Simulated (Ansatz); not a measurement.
# Lattice dynamics of RbLiPdC2 (built on the sites of a database entry of Rb2PdC2), part 2 of 2

Wanted: vibrations and spectra of RbLiPdC2 (built on the sites of a database entry of Rb2PdC2); the cell is already relaxed. After the zone centre comes a 3×3×2 q mesh on a 6×6×4 k mesh.

Ansatz 0.2.0; DFT RPBE, scalar-relativistic, plane waves, PAW.

So far. Step 2 (Zone-centre response): Before it was imposed, the acoustic sum rule was missed by 3.7e-4 eV/Å² and the charge sum rule by 0.0038 e. Small misses are needed for a sound result but don't prove that mesh and cutoff are converged. The lowest optical mode is real, 23.4 cm⁻¹.

The structure was built from a prototype and need not be the compound's stable phase.

### 3. Response at finite wavevector

Stability and thermal properties need the whole zone. Linear response on a 3×3×2 q mesh gives force constants as far as a supercell of that size would, and the tensors from the zone-centre run are typed in so that the long-range dipole term is interpolated apart.

Contents of input.yaml:

```yaml
crystal:
  lattice:
    - [5.1190258016, -3.0861e-06, 0.0]
    - [-2.5595102282, 4.4332079299, 0.0]
    - [0.0, 0.0, 5.2840897053]
  atoms:
    - { symbol: Rb, position: [0.3333333333, 0.6666666667, 0.3590777964] }
    - { symbol: Li, position: [0.6666666667, 0.3333333333, 0.8474530493] }
    - { symbol: Pd, position: [0.0, 0.0, -0.0702866388] }
    - { symbol: C, position: [0.0, 0.0, 0.311581815] }
    - { symbol: C, position: [0.0, 0.0, 0.5521739781] }
kpoints:
  mp_grid: { grid: [6, 6, 4] }
hamiltonian:
  xc: rpbe
scf:
  occupations: { method: fixed }
output:
  eigenvalues: true
phonons:
  method: dfpt
  qmesh: [3, 3, 2]
  temperatures: { t_max: 1000, t_step: 50 }
  qpath:
    path:
      - [[0.0, 0.0, 0.0], [0.5, 0.0, 0.0], [0.33333333, 0.33333333, 0.0], [0.0, 0.0, 0.0], [0.0, 0.0, 0.5], [0.5, 0.0, 0.5], [0.33333333, 0.33333333, 0.5], [0.0, 0.0, 0.5]]
      - [[0.5, 0.0, 0.5], [0.5, 0.0, 0.0]]
      - [[0.33333333, 0.33333333, 0.5], [0.33333333, 0.33333333, 0.0]]
    npoints: 10
  non_analytic_term:
    high_frequency_dielectric_tensor: [[4.0094, 0.0, 0.0], [0.0, 4.0094, 0.0], [0.0, 0.0, 11.3449]]
    born_effective_charges:
      - { species: Rb, tensor: [[1.2302, 0.0, 0.0], [0.0, 1.2302, 0.0], [0.0, 0.0, 1.1252]] }
      - { species: Li, tensor: [[1.3978, 0.0, 0.0], [0.0, 1.3978, 0.0], [0.0, 0.0, 1.0397]] }
      - { species: Pd, tensor: [[-1.3063, 0.0, 0.0], [0.0, -1.3063, 0.0], [0.0, 0.0, -2.0137]] }
      - { species: C, tensor: [[-0.6561, 0.0, 0.0], [0.0, -0.6561, 0.0], [0.0, 0.0, 0.5158]] }
      - { species: C, tensor: [[-0.6655, 0.0, 0.0], [0.0, -0.6655, 0.0], [0.0, 0.0, -0.6669]] }
    source: "zone-centre run at this cell"
```

Run with:

```console
> ansatz run input.yaml --threads 8 --pin off --max-ram 14336MiB --backend cpu --events-out ev --progress --plain --runs-dir out
```

Numbers of over 12 decimals in the logs are rounded to 6 here.

What it wrote:

```text
Warning: phonons: the dynamical matrix that this run interpolates holds no multipole term above the dipole-dipole one, and a site of this crystal is no centre of inversion, so its interpolated transverse optical and acoustic branches and sound speeds can stay off near Gamma, and the density of states and the thermodynamics with them. What a run solves at a wave vector of phonons.qpoints, Gamma apart, where the deck admits one, is free of this, and under fd what a larger phonons.supercell samples
[...]
Crystal: 5 atoms, lattice volume = 119.916 Å³
Basis set: ecut = 420 eV, 2375 PW (Γ), exchange–correlation on 72×72×72 points (8 copies of the dense FFT grid, shifted against one another)
Bands: 24, of which v1, the nominal top of the filled ones, is band 19 counted from 1 (18 counted from 0)
Symmetry: 6 space group operations
k-points: 24 of 144 (time reversal used)
[...]
SCF iter   1: F=—  HF=-10964.041205 eV  |F-HF|=—  |Δ(HF+E_count)|=         —  Δρ=4.98e-3  dr2=5.01e-2  ethr=1.77e-3  ⟨swp⟩=5.0  Hψ=2343  notcnv=0  defer=67
[...]
SCF iter  13: F=-10964.035324 eV  HF=-10964.035324 eV  |F-HF|=3.64e-12  |Δ(HF+E_count)|=  5.64e-11  Δρ=5.51e-8  dr2=6.11e-12  ethr=1.00e-12  ⟨swp⟩=11.7  Hψ=3919  notcnv=0
SCF 1 converged in 13 iterations: F = -10964.035324 eV  dr2 = 6.11e-12
[...]
NSCF: frozen V_eff on 24 k-points
[...]
DFPT response loops at q = (0, 0, 0) (fractional): preconditioner auto → Resta (q_TF=auto, 2.253 Å⁻¹)  ε∞=8.0 (no band partly filled); β = 1.00, the filter's whole step (`scf.mixing.beta` (0.50) is not read by the response loops at its default; to damp them type it under 1.00, their step now; it binds the ground state too); Broyden in place of MSR1
[...]
SCF converged after 13 iterations
Free energy (F): -10964.035324 eV
[...]
Internal energy: -10964.035324 eV  (E = F + TS)
E sigma→0 (E₀):  -10964.035324 eV
Fermi energy:    4.143292 eV
[...]
--- Band table (eV; the first three rows and the last of 24) ---
  k-point 0: bands = [... 15 lower, 2.1457, 2.2536, 2.7131, 2.7131, 8.2892, 9.1167, 9.4332, 9.4332, ... 1 higher]
  k-point 1: bands = [... 15 lower, 2.6826, 2.6826, 3.2380, 3.2380, 7.8104, 8.1159, 8.1159, 8.5787, ... 1 higher]
  k-point 2: bands = [... 15 lower, 2.6779, 2.6779, 4.0623, 4.0623, 7.0586, 7.0586, 7.4278, 8.1377, ... 1 higher]
  k-point 23: bands = [... 15 lower, 2.8212, 3.0374, 4.0348, 4.1143, 5.2232, 5.7159, 7.8563, 9.3780, ... 1 higher]
--- Phonons (Γ-DFPT): 10 representative perturbations + reference (Σ response iterations 38) ---
  ASR residual: 9.733e-5 → 0.000e0 eV/Å²; symmetrization residual: 1.813e-6 eV/Å²
  ASR residual per site (eV/Å²): 3.43e-5 3.87e-5 9.73e-5 3.17e-5 5.91e-5
[...]
--- Phonons (arbitrary-q DFPT): 6 irreducible q on the 3×3×2 mesh ---
  q = [0.0000, 0.0000, 0.0000] (star 1, of the zone-centre solve; hermiticity 4.63e-8, symmetrization 5.62e-9): -0.00 0.00 0.00 23.35 83.88 83.88 110.87 110.87 144.28 307.65 307.65 366.26 366.26 509.15 1818.02
  q = [0.0000, 0.0000, -0.5000] (star 1, 10 solved perturbations in 500 linear systems a pass and spin channel, the states on 76 of 144 k-point pairs; hermiticity 3.97e-5, symmetrization 1.55e-5): 29.02 29.02 57.74 63.01 63.01 87.21 87.21 170.45 208.87 208.87 222.94 464.75 464.75 565.66 1794.24
[...]
sum rule: each row above includes the acoustic sum rule's correction from the zone centre's row sums; it moved no ω² by more than (1.23 cm⁻¹)²
  mesh force constants: q→R imaginary residual 1.61e-16; ASR residual 9.733e-5 → 0.000e0 eV/Å²; symmetrization residual 4.263e-14 eV/Å²
  interpolated dispersion: 94 rows × 15 modes
  density of states and harmonic sums: on the 15×15×12 q-mesh, interpolated from the force constants of a 3×3×2 supercell (with the dipole–dipole term of supplied tensors)
  largest difference from the sums on the solved wave vectors: F 7.48e-2 eV, S 8.23e-5 and C_V 2.28e-5 eV/K
  zero-point energy: 0.276161 eV/cell   skipped modes (ω ≤ 0): 445, of them read as no rigid motion or as one in doubt: 442 (1.586e0 modes/cell left out, lowest -89.76 cm⁻¹)   left out of the sums: 1.06e-1 of the cell's modes: C_V's classical limit lies that fraction below 3 k_B per atom; for a crystal, a wire or a layer, F and S can be off by more, and a phonons.interpolated_qmesh denser along its periods is the remedy for the sampling
```

The job ended after 2.8 min (8 threads of Intel Xeon Platinum 8488C (Sapphire Rapids), shared host; peak memory 1.4 GiB; 21 min of CPU time).

This step gave:

```yaml
sum_rule_residual_before_enforcement: 9.73e-5 eV/Å²
lowest_frequency_on_the_path: -89.78 cm⁻¹
highest_frequency_on_the_path_or_at_a_solved_wavevector: 1819 cm⁻¹
lowest_mode_on_the_q_mesh_acoustic_modes_at_gamma_apart: -88.5 cm⁻¹
```

Frequencies (cm⁻¹) solved at each irreducible wavevector; negative means imaginary. Frequencies by wavevector, by row:

```csv
q in reciprocal lattice units,star,mode 1,mode 2,mode 3,mode 4,mode 13,mode 14,mode 15
0 0 0,1,0,0,0,23.4,366.3,509.1,1818
0 0 -0.5,1,29,29,57.7,63,464.8,565.7,1794
0 0.3333 0,6,-67.1,11.3,31.5,70.8,367.4,508.1,1818
0 0.3333 -0.5,6,-46.2,-24.3,43.4,59.5,464.5,565.6,1789
0.3333 0.3333 0,2,-78,10.1,42.2,48.8,367.1,507.5,1818
0.3333 0.3333 -0.5,2,-88.5,-79.9,64.1,77.5,464.2,565.6,1786
```

Interpolated from a 3×3×2 q mesh, with the LO-TO term (at Γ the limit along the path; where Γ stands inside the path, tables give the limit on arrival). Phonon branches along the path, in cm⁻¹:

```csv
point,branch 1,branch 2,branch 3,branch 4,branch 12,branch 13,branch 14,branch 15
Γ,0,0,0,23,366,368,509,1818
halfway,-55,11,27,55,366,368,508,1818
M,-78,11,36,78,366,367,508,1818
halfway,-76,10,38,59,366,367,508,1818
K,-78,10,42,49,366,367,508,1818
halfway,-48,8,24,32,366,368,508,1818
Γ,0,0,0,23,366,368,509,1818
halfway,-16,-16,51,82,430,430,535,1807
A,29,29,58,63,465,465,566,1794
halfway,-25,-12,50,61,464,465,566,1790
L,-64,-28,39,47,464,464,566,1787
halfway,-81,-64,52,77,464,464,566,1787
H,-88,-80,64,78,464,464,566,1786
halfway,-54,-18,53,65,464,464,566,1790
A,29,29,58,63,465,465,566,1794
jump to L,-64,-28,39,47,464,464,566,1787
halfway,-74,-13,57,63,429,430,534,1803
M,-78,11,36,78,366,367,508,1818
jump to H,-88,-80,64,78,464,464,566,1786
halfway,-89,-57,56,90,429,430,534,1802
K,-78,10,42,49,366,367,508,1818
```

Tetrahedra on a 15×15×12 mesh, mean over bins of 20 cm-1. Interpolated from a 3×3×2 q mesh. The phonon density of states by wavenumber; read off at these points:

```csv
wavenumber (cm⁻¹),phonon density of states (1/cm⁻¹/cell)
-90,0.00652
-70,0.0270
-30,0.0173
10,0.0118
70,0.0447
90,0.0841
110,0.0406
170,0.0248
210,0.0282
230,0.0262
270,0.0143
330,0
370,0.0155
430,0.0160
450,0.0259
490,0
530,0.0122
590,0
630,0
690,0
750,0
790,0
850,0
890,0
950,0
990,0
1050,0
1110,0
1150,0
1210,0
1250,0
1310,0
1370,0
1410,0
1470,0
1510,0
1570,0
1630,0
1670,0
1730,0
1770,0
1810,0.0293
1830,0
```

The partial phonon density of states has structure finer than the step of the table below, so its rows give means over 100 cm⁻¹, whole bins alone (the curve runs from -98.8 to 1883 cm⁻¹). Peaks (cm⁻¹: height): C 237.6: 0.0175, 449.5: 0.0219, 549.2: 0.0121, 1807.8: 0.0215; Li -73.9: 0.0104, 137.9: 0.0263; Pd 88.1: 0.0289, 212.7: 0.00891; Rb 38.2: 0.0186, 100.5: 0.0237.

Phonopy on the run's constants, 13x13x11 mesh, Gaussian sigma 14.2 cm-1. Interpolated from a 3×3×2 q mesh. Table of partial phonon density of states by wavenumber; means over each step; values in 1/cm⁻¹/cell:

```csv
wavenumber (cm⁻¹),C,Li,Pd,Rb
0,0.00152,0.00305,0.00445,0.00996
100,0.00194,0.0155,0.0167,0.0153
200,0.00817,0.00687,0.00570,0.00220
300,0.00938,4.0e-4,5.3e-4,3.7e-4
400,0.0136,1.4e-5,3.5e-4,5.6e-5
500,0.0116,3.7e-6,0.00101,6.7e-6
600,0.00302,0,7.7e-5,0
700,0,0,0,0
800,0,0,0,0
900,0,0,0,0
1000,0,0,0,0
1100,0,0,0,0
1200,0,0,0,0
1300,0,0,0,0
1400,0,0,0,0
1500,0,0,0,0
1600,0,0,0,0
1700,2.1e-5,0,0,0
1800,0.00992,0,0,0
```

Symmetry leaves 6 wavevectors to solve. The lowest mode among them, the acoustic zeros apart, lies at q = (0.333, 0.333, -0.5) and is imaginary, 88.5i cm⁻¹, so the energy falls along it.

### 4. Isotope substitution, element C, natural mass 12.011 amu

An isotope changes the mass and not the force constants, so no new electronic calculation is needed; the shifts show which modes move this element.

The same force constants with the mass of C changed from 12.011 to 13.003 u (phonopy, no LO-TO term). Both lists are sorted by frequency; levels can cross, so a row need not hold one and the same mode. Modes under 3 cm⁻¹ are left out. Isotope shifts, by row, the first 40 of 57 rows:

```csv
q,rank,natural mass (cm⁻¹),changed mass (cm⁻¹)
0 0 0,4,23.35,23.27
0 0 0,5,83.88,83.78
0 0 0,6,83.88,83.78
0 0 0,7,110.9,110.9
0 0 0,8,110.9,110.9
0 0 0,9,144.3,144.3
0 0 0,10,307.6,297.1
0 0 0,11,307.6,297.1
0 0 0,12,366.3,352.3
0 0 0,13,366.3,352.3
0 0 0,14,509.1,493.2
0 0 0,15,1818,1747
0 0 -0.5,1,29.02,28.79
0 0 -0.5,2,29.02,28.79
0 0 -0.5,3,57.74,57.74
0 0 -0.5,4,63.01,62.85
0 0 -0.5,5,63.01,62.85
0 0 -0.5,6,87.21,87.2
0 0 -0.5,7,87.21,87.2
0 0 -0.5,8,170.4,170.4
0 0 -0.5,9,208.9,202.6
0 0 -0.5,10,208.9,202.6
0 0 -0.5,11,222.9,222.9
0 0 -0.5,12,464.8,447.3
0 0 -0.5,13,464.8,447.3
0 0 -0.5,14,565.7,543.7
0 0 -0.5,15,1794,1724
0 0.3333 0,1,-67.11,-66.85
0 0.3333 0,2,11.29,11.21
0 0.3333 0,3,31.49,31.47
0 0.3333 0,4,70.75,70.51
0 0.3333 0,5,79.69,79.56
0 0.3333 0,6,102.4,102.4
0 0.3333 0,7,108.2,108.2
0 0.3333 0,8,134.9,134.9
0 0.3333 0,9,186.7,186.7
0 0.3333 0,10,307.4,296.8
0 0.3333 0,11,314.7,303.6
0 0.3333 0,12,366,352
0 0.3333 0,13,367.4,353.3
```

A mode of this element alone would shift by -3.89 %. The highest zone-centre frequency without the field goes from 1818.0 to 1747.3 cm⁻¹ (-3.9 %). The product of the frequency ratios over all optical modes at Γ is 0.799; the product rule, (m/m′)^(3k/2) (M′/M)^(3/2) with k = 2 such atoms and M the mass of the cell, gives 0.799.

### 5. Another isotope, element Li, natural mass 6.94 amu

The same for Li, from 6.94 to 6.02 u.

A mode of this element alone would shift by +7.41 %. The highest zone-centre frequency without the field goes from 1818.0 to 1818.0 cm⁻¹ (+0.0 %). The product of the frequency ratios over all optical modes at Γ is 1.232; the product rule, (m/m′)^(3k/2) (M′/M)^(3/2) with k = 1 such atoms and M the mass of the cell, gives 1.232.

### 6. Isotope substitution, element Pd, natural mass 106.42 amu

The same for Pd, from 106.42 to 109.91 u.

A mode of this element alone would shift by -1.60 %. The highest zone-centre frequency without the field goes from 1818.0 to 1818.0 cm⁻¹ (+0.0 %). The product of the frequency ratios over all optical modes at Γ is 0.975; the product rule, (m/m′)^(3k/2) (M′/M)^(3/2) with k = 1 such atoms and M the mass of the cell, gives 0.975.

### 7. Summary of results

- space group (within 0.01 Å): P3m1
- volume per atom: 24.0 Å³
- gap on the k-mesh: 0.933 eV
- highest optical mode at the zone centre (no LO-TO term): 1818 cm⁻¹
- top of the zone-centre spectrum with the field: 1819 cm⁻¹
- lowest optical zone-centre mode: 23.4 cm⁻¹
- mean high-frequency dielectric constant: 6.45
- mean static dielectric constant: 43.8
- largest Born charge (third of the trace): -1.54 e
- lowest mode on the q mesh (acoustic modes at Γ apart): -88.5 cm⁻¹
- highest frequency on the path or at a solved wavevector: 1819 cm⁻¹
- imaginary modes on the 3×3×2 q mesh: yes

**Reading.** Modes are clearly imaginary (beyond 10i cm⁻¹) at 4 of the 6 irreducible wavevectors, most at q = (0.333, 0.333, -0.5) (88.5i cm⁻¹), so this structure is not a minimum of the energy. Without the field, the optical modes at Γ span 23 to 1818 cm⁻¹. The highest mode in this list at Γ, 1818.0 cm⁻¹, is mostly motion of C (100 % of the kinetic energy). With the macroscopic field of the longitudinal modes the top of the zone-centre spectrum lies at 1819 cm⁻¹, against 1818 cm⁻¹ without it. Lattice motion raises the mean dielectric constant from 6.455 to 43.75. The strongest infrared line is at 84 cm⁻¹. Averaged over orientations, the strongest Raman line at 532 nm and 300 K is at 1818 cm⁻¹, among the modes without the field; their longitudinal partners can be Raman active too. The tensors are the static, non-resonant ones, while 532 nm light (2.33 eV) lies above the computed gap. With the field response the log warns that the k mesh is coarse for the force constants too, so the frequencies may not be converged. The program warns that the interpolation holds no quadrupole term, so branches close to Γ can be off in this crystal. In at least one run the field response is not settled by the k meshes in reach, so its dielectric tensor, Born charges and longitudinal modes are rough. The program warns that the Raman tensors are not converged in the k mesh, so the intensities are rough. The starting cell was built on a prototype and not taken from a measurement, so the phase need not exist. These are harmonic frequencies at zero temperature: anharmonic shifts, linewidths and thermal expansion are left out.

[Logs are printed without paths, hosts, clocks, repeated set-up lines and the standing remarks that a program may print on its own settings, such as how far it seeks lower states.]

[Hosts, paths, dates, database ids (printed as entryN), source tags and the programs' standing remarks are cut or masked in the printed files.]
